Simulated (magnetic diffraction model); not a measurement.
## Which magnetic order? FeBiS4

Space group P2/c (no. 13), a = 6.0450 Å, b = 7.4020 Å, c = 6.6880 Å, β = 90.44°.

| site | atom | x | y | z |
| --- | --- | --- | --- | --- |
| 2f | Bi | 1/2 | 0.1697 | 1/4 |
| 2e | Fe | 0 | 0.6633 | 1/4 |
| 4g | S | 0.2657 | 0.1123 | 0.9178 |
| 4g | S | 0.2251 | 0.3917 | 0.4168 |

This is a made-up structure (elements placed in a structure type, unrelaxed), so the numbers test the method and describe no known phase.

Only Fe is taken to order (form factors of Fe3+); orders and moment sizes are assumed, and not adapted to the symmetry. Radiation: neutrons of λ = 1.909 Å, 8° to 35°; isotropic B of 0.43 Å² (Bi), 0.69 Å² (Fe) and 0.72 Å² (S). The intensities are simulated: I ∝ L Σ (|F_N|² + |F_M⊥|²) for unpolarised neutrons, with F_M = 2.695 fm/μB × Σ f(s) S exp(2πi Q·r) exp(−B s²) at Q = H ± k (one set where k and −k are equivalent), only the part normal to Q counting and L = 1/(sin²θ cos θ). For collinear order S is the moment m, which repeats by lattice and centring translations R with the sign exp(−2πi k·R). Form factors are spin-only for 3d ions and dipole or tabulated for f ions, scattering lengths are Sears's of 1992, and absorption is left out. A label names one of the reflections at its angle. The strongest nuclear line in the range is 100, and lines under 0.2 are left out.

Above the ordering temperature:

```tsv
2θ (°)	index	I
14.82	(0 1 0)	0.6
18.17	(1 0 0)	0.8
22.18	(0 1 1)	0.3
23.53	(1 1 0)	65.4
28.74	(1 1 -1)	100.0
28.90	(1 1 1)	95.6
29.89	(0 2 0)	9.3
33.17	(0 0 2)	24.5
34.29	(0 2 1)	31.1
```

Below it (cell unchanged):

```
2θ (°)      I
 14.82   91.8
 18.17    0.8
 22.18   12.6
 23.53  130.8
 24.48   22.3
 24.67   22.1
 28.74  110.0
 28.90  105.4
 29.89   29.1
 33.17   24.5
 34.29   36.9
```

**Question.** Find the propagation vector, then choose among these models:
A. collinear moments along [010], 4.84 μB on Fe; signs + at (0, 0.6633, 1/4), + at (0, 0.3367, 3/4)
B. collinear moments along [001], 4.84 μB on Fe; signs + at (0, 0.6633, 1/4), + at (0, 0.3367, 3/4)
C. collinear moments along [001], 4.84 μB on Fe; signs + at (0, 0.6633, 1/4), − at (0, 0.3367, 3/4)
D. collinear moments along [010], 4.84 μB on Fe; signs + at (0, 0.6633, 1/4), − at (0, 0.3367, 3/4)

No line moves, and magnetic intensity falls on nuclear lines such as the one at 14.82°; new lines at (1 0 -1) and (1 0 1) have whole indices that obey the lattice centring, at places with no nuclear intensity to speak of, so the magnetic cell equals the chemical primitive cell: k = 0.

Magnetic intensity, observed (below minus above) and for each model:

| 2θ (°) | index | observed | A | B | C | D |
| --- | --- | --- | --- | --- | --- | --- |
| 14.82 | (0 1 0) | 91.2 | <0.2 | 33.5 | 91.2 | <0.2 |
| 16.41 | (0 0 1) | <0.2 | <0.2 | <0.2 | <0.2 | 100.1 |
| 18.17 | (1 0 0) | <0.2 | 80.1 | 80.1 | <0.2 | <0.2 |
| 22.18 | (0 1 1) | 12.4 | 41.3 | 33.7 | 12.4 | 15.2 |
| 23.53 | (1 1 0) | 65.4 | 14.4 | 24.0 | 65.4 | 39.2 |
| 24.48 | (1 0 -1) | 22.3 | <0.2 | <0.2 | 22.3 | 40.7 |
| 24.67 | (1 0 1) | 22.1 | <0.2 | <0.2 | 22.1 | 40.0 |
| 29.89 | (0 2 0) | 19.7 | <0.2 | 5.4 | 19.7 | <0.2 |

Model C matches.

The absence at (0 0 1) is telling: Q lies along the moments there, so the part normal to Q vanishes.

The structure used: k = (0 0 0), collinear moments along [001], 4.84 μB on Fe; signs + at (0, 0.6633, 1/4), − at (0, 0.3367, 3/4).

[Logs are printed without paths, hosts, clocks, repeated set-up lines and the standing remarks that a program may print on its own settings, such as how far it seeks lower states.]
